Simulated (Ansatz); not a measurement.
# Preparing K3BrCl2 (P-3m1) as a host crystal, part 2 of 3

Before any defect goes in: K3BrCl2 (P-3m1) at rest, and how it screens a charge.

Ansatz 0.2.0; plane-wave PAW DFT, PBEsol; relaxation of the host's cell and atoms (the session's first sound run).

So far, mean electronic dielectric tensor: step 3 (dielectric tensors of the host) 2.47.

### Step 5. Self-consistent run

This step: plane-wave PAW DFT, PBEsol; single point of the defect-free supercell, a test of its k-points (Ansatz 0.2.0).

System of this step: K3BrCl2 (P-3m1). The cell holds 54 atoms: 27 K, 9 Br and 18 Cl. Cell: a = 13.448 Å, b = 13.448 Å, c = 11.001 Å, α = 90.0°, β = 90.0°, γ = 120.0°.

Input file pristine.sampling/input.yaml:

```yaml
crystal:
  lattice:
    - [13.4480979603, 8.59e-08, 0.0]
    - [-6.7240490545, 11.6463944233, 0.0]
    - [0.0, 0.0, 11.0008348579]
  atoms:
    - { symbol: K, position: [0.0, 0.0, 0.5] }
    - { symbol: K, position: [0.1111111111, 0.2222222222, 0.1774012185] }
    - { symbol: K, position: [0.2222222222, 0.1111111111, 0.8225987815] }
    - { symbol: Br, position: [0.0, 0.0, 0.0] }
    - { symbol: Cl, position: [0.1111111111, 0.2222222222, 0.6614023982] }
    - { symbol: Cl, position: [0.2222222222, 0.1111111111, 0.3385976018] }
    - { symbol: K, position: [0.0, 0.3333333333, 0.5] }
    - { symbol: K, position: [0.1111111111, 0.5555555556, 0.1774012185] }
    - { symbol: K, position: [0.2222222222, 0.4444444444, 0.8225987815] }
    - { symbol: Br, position: [0.0, 0.3333333333, 0.0] }
    - { symbol: Cl, position: [0.1111111111, 0.5555555556, 0.6614023982] }
    - { symbol: Cl, position: [0.2222222222, 0.4444444444, 0.3385976018] }
    - { symbol: K, position: [0.0, 0.6666666667, 0.5] }
    - { symbol: K, position: [0.1111111111, 0.8888888889, 0.1774012185] }
    - { symbol: K, position: [0.2222222222, 0.7777777778, 0.8225987815] }
    - { symbol: Br, position: [0.0, 0.6666666667, 0.0] }
    - { symbol: Cl, position: [0.1111111111, 0.8888888889, 0.6614023982] }
    - { symbol: Cl, position: [0.2222222222, 0.7777777778, 0.3385976018] }
    - { symbol: K, position: [0.3333333333, 0.0, 0.5] }
    - { symbol: K, position: [0.4444444444, 0.2222222222, 0.1774012185] }
    - { symbol: K, position: [0.5555555556, 0.1111111111, 0.8225987815] }
    - { symbol: Br, position: [0.3333333333, 0.0, 0.0] }
    - { symbol: Cl, position: [0.4444444444, 0.2222222222, 0.6614023982] }
    - { symbol: Cl, position: [0.5555555556, 0.1111111111, 0.3385976018] }
    - { symbol: K, position: [0.3333333333, 0.3333333333, 0.5] }
    - { symbol: K, position: [0.4444444444, 0.5555555556, 0.1774012185] }
    - { symbol: K, position: [0.5555555556, 0.4444444444, 0.8225987815] }
    - { symbol: Br, position: [0.3333333333, 0.3333333333, 0.0] }
    - { symbol: Cl, position: [0.4444444444, 0.5555555556, 0.6614023982] }
    - { symbol: Cl, position: [0.5555555556, 0.4444444444, 0.3385976018] }
    - { symbol: K, position: [0.3333333333, 0.6666666667, 0.5] }
    - { symbol: K, position: [0.4444444444, 0.8888888889, 0.1774012185] }
    - { symbol: K, position: [0.5555555556, 0.7777777778, 0.8225987815] }
    - { symbol: Br, position: [0.3333333333, 0.6666666667, 0.0] }
    - { symbol: Cl, position: [0.4444444444, 0.8888888889, 0.6614023982] }
    - { symbol: Cl, position: [0.5555555556, 0.7777777778, 0.3385976018] }
    - { symbol: K, position: [0.6666666667, 0.0, 0.5] }
    - { symbol: K, position: [0.7777777778, 0.2222222222, 0.1774012185] }
    - { symbol: K, position: [0.8888888889, 0.1111111111, 0.8225987815] }
    - { symbol: Br, position: [0.6666666667, 0.0, 0.0] }
    - { symbol: Cl, position: [0.7777777778, 0.2222222222, 0.6614023982] }
    - { symbol: Cl, position: [0.8888888889, 0.1111111111, 0.3385976018] }
    - { symbol: K, position: [0.6666666667, 0.3333333333, 0.5] }
    - { symbol: K, position: [0.7777777778, 0.5555555556, 0.1774012185] }
    - { symbol: K, position: [0.8888888889, 0.4444444444, 0.8225987815] }
    - { symbol: Br, position: [0.6666666667, 0.3333333333, 0.0] }
    - { symbol: Cl, position: [0.7777777778, 0.5555555556, 0.6614023982] }
    - { symbol: Cl, position: [0.8888888889, 0.4444444444, 0.3385976018] }
    - { symbol: K, position: [0.6666666667, 0.6666666667, 0.5] }
    - { symbol: K, position: [0.7777777778, 0.8888888889, 0.1774012185] }
    - { symbol: K, position: [0.8888888889, 0.7777777778, 0.8225987815] }
    - { symbol: Br, position: [0.6666666667, 0.6666666667, 0.0] }
    - { symbol: Cl, position: [0.7777777778, 0.8888888889, 0.6614023982] }
    - { symbol: Cl, position: [0.8888888889, 0.7777777778, 0.3385976018] }
basis:
  ecutwfc: 420
  xc_grid: 2
hamiltonian:
  xc: pbesol
kpoints:
  mp_grid: { grid: [1, 1, 1], shift: [0.25, 0.25, 0.25] }
scf:
  occupations: { method: fermi_dirac, width: 0.01 }
  max_iter: 80
```

On the command line:

```console
ansatz run input.yaml --threads 4 --pin off --max-ram 7536MiB --backend cpu --events-out ev --progress --plain --runs-dir out
```

Numbers of over 12 decimals in the logs are rounded to 6 here.

Log:

```text
[...]
Crystal: 54 atoms, lattice volume = 1722.971 Å³
Basis set: ecut = 420 eV, 33637 PW (Γ), exchange–correlation on 180×180×150 points (8 copies of the dense FFT grid, shifted against one another)
Bands: 270, of which v1, the nominal top of the filled ones, is band 216 counted from 1 (215 counted from 0)
Symmetry: 18 space group operations
k-points: 1
[...]
SCF iter   1: F=—  HF=-84757.153253 eV  |F-HF|=—  |Δ(HF+E_count)|=         —  Δρ=2.99e-3  dr2=2.13e-1  ethr=1.77e-3  ⟨swp⟩=6.0  Hψ=1147  notcnv=0  defer=33
[...]
SCF iter   6: F=-84757.077396 eV  HF=-84757.077396 eV  |F-HF|=2.64e-7  |Δ(HF+E_count)|=   1.01e-5  Δρ=2.98e-6  dr2=2.06e-7  ethr=2.31e-10  ⟨swp⟩=3.0  Hψ=530  notcnv=0
SCF 1 converged in 6 iterations: F = -84757.077396 eV  dr2 = 2.06e-7
[...]
SCF converged after 6 iterations
Free energy (F): -84757.077396 eV
[...]
Internal energy: -84757.077396 eV  (E = F + TS)
E sigma→0 (E₀):  -84757.077396 eV
Fermi energy:    3.863396 eV
[...]
```

Wall time 9.2 s (4 threads of Arm Neoverse V1, shared host); peak memory 2.5 GiB; 31 s of CPU time.

Numbers from this step:

| Property | Result |
| --- | --- |
| energy over dense mesh | -4.18e-4 eV/atom |

### Step 6. Defect free supercell relaxed from its symmetric sites

This cell, the one that will hold the defects, is built from the relaxed host. Its coarser k-points can move the atoms a little, so it is relaxed from the symmetric sites, as the reference for the test of stability.

This step: plane-wave PAW DFT, PBEsol; relaxation of the defect-free supercell from its symmetric sites (Ansatz 0.2.0).

pristine.symmetric/input.yaml, as its differences from pristine.sampling/input.yaml of step 5:

```diff
@@ -70 +70,12 @@
   max_iter: 80
+output:
+  forces: true
+relax:
+  f_tol: 0.01
+  max_steps: 60
+  escape_saddle: false
+checkpoint:
+  write: "../pristine.symmetric.run"
+  compress: false
+  write_wavefunctions: false
+  write_every: 100000
```

Log:

```text
[...]
Crystal: 54 atoms, lattice volume = 1722.971 Å³
Basis set: ecut = 420 eV, 33637 PW (Γ), exchange–correlation on 180×180×150 points (8 copies of the dense FFT grid, shifted against one another)
Bands: 270, of which v1, the nominal top of the filled ones, is band 216 counted from 1 (215 counted from 0)
Symmetry: 18 space group operations
k-points: 1
[...]
SCF iter   1: F=—  HF=-84757.153253 eV  |F-HF|=—  |Δ(HF+E_count)|=         —  Δρ=2.99e-3  dr2=2.13e-1  ethr=1.77e-3  ⟨swp⟩=6.0  Hψ=1147  notcnv=0  defer=33
[...]
SCF iter   6: F=-84757.077396 eV  HF=-84757.077396 eV  |F-HF|=2.57e-7  |Δ(HF+E_count)|=   1.01e-5  Δρ=3.02e-6  dr2=2.15e-7  ethr=5.79e-10  ⟨swp⟩=4.0  Hψ=769  notcnv=0
SCF 1 converged in 6 iterations: F = -84757.077396 eV  dr2 = 2.15e-7
[...]
relax step   1: F+E_penalty+E_count = -84757.07739583 eV  Δ(F+E_penalty+E_count) = +0.000e0 eV  max|allowed force component| = 4.624e-3 eV/Å  Δτ_max = 0.0000 Å  (6 SCF iters, dr2 threshold 2.50e-6 eV, accepted)
[...]
SCF iter   2: F=-84757.077396 eV  HF=-84757.077396 eV  |F-HF|=1.55e-7  |Δ(HF+E_count)|=   2.50e-6  Δρ=1.42e-6  dr2=5.40e-8  ethr=2.31e-11  ⟨swp⟩=2.0  Hψ=883  notcnv=0
SCF 2 converged in 2 iterations: F = -84757.077396 eV  dr2 = 5.40e-8
relax step   2: F+E_penalty+E_count = -84757.07739591 eV  Δ(F+E_penalty+E_count) = -7.564e-8 eV  max|allowed force component| = 4.627e-3 eV/Å  Δτ_max = 0.0000 Å  (2 SCF iters, accepted)
SCF converged after 2 iterations
Free energy (F): -84757.077396 eV
[...]
Internal energy: -84757.077396 eV  (E = F + TS)
E sigma→0 (E₀):  -84757.077396 eV
Fermi energy:    3.863343 eV
[...]
--- Forces (eV/Å), atoms counted from 1 ---
  atom   1  K     -0.00000000     0.00000000     0.00000000
  atom   2  K     -0.00030576     0.00018808     0.00127961
  atom   3  K      0.00030576    -0.00018808    -0.00127961
  atom   4  Br     0.00000000     0.00000000    -0.00000000
  atom   5  Cl    -0.00001718     0.00001625    -0.00462690
  atom   6  Cl     0.00001718    -0.00001625     0.00462690
  atom   7  K     -0.00000000     0.00000000     0.00000000
  atom   8  K     -0.00030576     0.00018808     0.00127961
  atom   9  K      0.00030576    -0.00018808    -0.00127961
  atom  10  Br     0.00000000    -0.00000000     0.00000000
  atom  11  Cl    -0.00001718     0.00001625    -0.00462690
  atom  12  Cl     0.00001718    -0.00001625     0.00462690
  atom  13  K      0.00000000     0.00000000     0.00000000
  atom  14  K     -0.00030576     0.00018808     0.00127961
  atom  15  K      0.00030576    -0.00018808    -0.00127961
  atom  16  Br     0.00000000    -0.00000000    -0.00000000
  atom  17  Cl    -0.00001718     0.00001625    -0.00462690
  atom  18  Cl     0.00001718    -0.00001625     0.00462690
  atom  19  K     -0.00000000    -0.00000000    -0.00000000
  atom  20  K     -0.00030576     0.00018808     0.00127961
  atom  21  K      0.00030576    -0.00018808    -0.00127961
  atom  22  Br    -0.00000000     0.00000000    -0.00000000
  atom  23  Cl    -0.00001718     0.00001625    -0.00462690
  atom  24  Cl     0.00001718    -0.00001625     0.00462690
  atom  25  K      0.00000000    -0.00000000     0.00000000
  atom  26  K     -0.00030576     0.00018808     0.00127961
  atom  27  K      0.00030576    -0.00018808    -0.00127961
  atom  28  Br     0.00000000     0.00000000     0.00000000
  atom  29  Cl    -0.00001718     0.00001625    -0.00462690
  atom  30  Cl     0.00001718    -0.00001625     0.00462690
  atom  31  K      0.00000000     0.00000000    -0.00000000
  atom  32  K     -0.00030576     0.00018808     0.00127961
  atom  33  K      0.00030576    -0.00018808    -0.00127961
  atom  34  Br    -0.00000000     0.00000000    -0.00000000
  atom  35  Cl    -0.00001718     0.00001625    -0.00462690
  atom  36  Cl     0.00001718    -0.00001625     0.00462690
  atom  37  K     -0.00000000     0.00000000     0.00000000
  atom  38  K     -0.00030576     0.00018808     0.00127961
  atom  39  K      0.00030576    -0.00018808    -0.00127961
  atom  40  Br     0.00000000     0.00000000    -0.00000000
  atom  41  Cl    -0.00001718     0.00001625    -0.00462690
  atom  42  Cl     0.00001718    -0.00001625     0.00462690
  atom  43  K     -0.00000000    -0.00000000     0.00000000
  atom  44  K     -0.00030576     0.00018808     0.00127961
  atom  45  K      0.00030576    -0.00018808    -0.00127961
  atom  46  Br     0.00000000    -0.00000000    -0.00000000
  atom  47  Cl    -0.00001718     0.00001625    -0.00462690
  atom  48  Cl     0.00001718    -0.00001625     0.00462690
  atom  49  K      0.00000000    -0.00000000     0.00000000
  atom  50  K     -0.00030576     0.00018808     0.00127961
  atom  51  K      0.00030576    -0.00018808    -0.00127961
  atom  52  Br     0.00000000    -0.00000000    -0.00000000
  atom  53  Cl    -0.00001718     0.00001625    -0.00462690
  atom  54  Cl     0.00001718    -0.00001625     0.00462690
  max |Σ_I F_I| component: 8.67e-19 eV/Å
--- Relaxed structure (2 steps of the walk, 2 accepted, 0 SCFs on fresh bases) ---
  F+E_penalty+E_count = -84757.07739591 eV   max|allowed force component| = 4.627e-3 eV/Å
  atoms:
    - { symbol: K, position: [0.0, 0.0, 0.500000] }
    - { symbol: K, position: [0.111111, 0.222222, 0.177401] }
    - { symbol: K, position: [0.222222, 0.111111, 0.822599] }
    - { symbol: Br, position: [0.0, 0.0, 0.0] }
    - { symbol: Cl, position: [0.111111, 0.222222, 0.661402] }
    - { symbol: Cl, position: [0.222222, 0.111111, 0.338598] }
    - { symbol: K, position: [-2.7755575615628914e-17, 0.333333, 0.500000] }
    - { symbol: K, position: [0.111111, 0.555556, 0.177401] }
    - { symbol: K, position: [0.222222, 0.444444, 0.822599] }
    - { symbol: Br, position: [-2.7755575615628914e-17, 0.333333, 0.0] }
    - { symbol: Cl, position: [0.111111, 0.555556, 0.661402] }
    - { symbol: Cl, position: [0.222222, 0.444444, 0.338598] }
    - { symbol: K, position: [-5.551115123125783e-17, 0.666667, 0.500000] }
    - { symbol: K, position: [0.111111, 0.888889, 0.177401] }
    - { symbol: K, position: [0.222222, 0.777778, 0.822599] }
    - { symbol: Br, position: [-5.551115123125783e-17, 0.666667, 0.0] }
    - { symbol: Cl, position: [0.111111, 0.888889, 0.661402] }
    - { symbol: Cl, position: [0.222222, 0.777778, 0.338598] }
    - { symbol: K, position: [0.333333, 0, 0.500000] }
    - { symbol: K, position: [0.444444, 0.222222, 0.177401] }
    - { symbol: K, position: [0.555556, 0.111111, 0.822599] }
    - { symbol: Br, position: [0.333333, 0, 0.0] }
    - { symbol: Cl, position: [0.444444, 0.222222, 0.661402] }
    - { symbol: Cl, position: [0.555556, 0.111111, 0.338598] }
    - { symbol: K, position: [0.333333, 0.333333, 0.500000] }
    - { symbol: K, position: [0.444444, 0.555556, 0.177401] }
    - { symbol: K, position: [0.555556, 0.444444, 0.822599] }
    - { symbol: Br, position: [0.333333, 0.333333, 0.0] }
    - { symbol: Cl, position: [0.444444, 0.555556, 0.661402] }
    - { symbol: Cl, position: [0.555556, 0.444444, 0.338598] }
    - { symbol: K, position: [0.333333, 0.666667, 0.500000] }
    - { symbol: K, position: [0.444444, 0.888889, 0.177401] }
    - { symbol: K, position: [0.555556, 0.777778, 0.822599] }
    - { symbol: Br, position: [0.333333, 0.666667, 0.0] }
    - { symbol: Cl, position: [0.444444, 0.888889, 0.661402] }
    - { symbol: Cl, position: [0.555556, 0.777778, 0.338598] }
    - { symbol: K, position: [0.666667, 0, 0.500000] }
    - { symbol: K, position: [0.777778, 0.222222, 0.177401] }
    - { symbol: K, position: [0.888889, 0.111111, 0.822599] }
    - { symbol: Br, position: [0.666667, 0, 0.0] }
    - { symbol: Cl, position: [0.777778, 0.222222, 0.661402] }
    - { symbol: Cl, position: [0.888889, 0.111111, 0.338598] }
    - { symbol: K, position: [0.666667, 0.333333, 0.500000] }
    - { symbol: K, position: [0.777778, 0.555556, 0.177401] }
    - { symbol: K, position: [0.888889, 0.444444, 0.822599] }
    - { symbol: Br, position: [0.666667, 0.333333, 0.0] }
    - { symbol: Cl, position: [0.777778, 0.555556, 0.661402] }
    - { symbol: Cl, position: [0.888889, 0.444444, 0.338598] }
    - { symbol: K, position: [0.666667, 0.666667, 0.500000] }
    - { symbol: K, position: [0.777778, 0.888889, 0.177401] }
    - { symbol: K, position: [0.888889, 0.777778, 0.822599] }
    - { symbol: Br, position: [0.666667, 0.666667, 0.0] }
    - { symbol: Cl, position: [0.777778, 0.888889, 0.661402] }
    - { symbol: Cl, position: [0.888889, 0.777778, 0.338598] }
```

The job ended after 14 s (4 threads; peak memory 2.5 GiB; 51 s of CPU time).

Hardly anything moved in the relaxation; the energy changed by under 0.2 meV an atom.

[end of part 2 of 3]

[Logs are printed without paths, hosts, clocks, repeated set-up lines and the standing remarks that a program may print on its own settings, such as how far it seeks lower states.]

[Hosts, paths, dates, database ids (printed as entryN), source tags and the programs' standing remarks are cut or masked in the printed files.]

[Runs of the host that timed out are not shown.]

[For some hosts the program warned that the k-mesh of the response run may be too coarse for force constants and the static dielectric constant; such warnings are not always shown.]
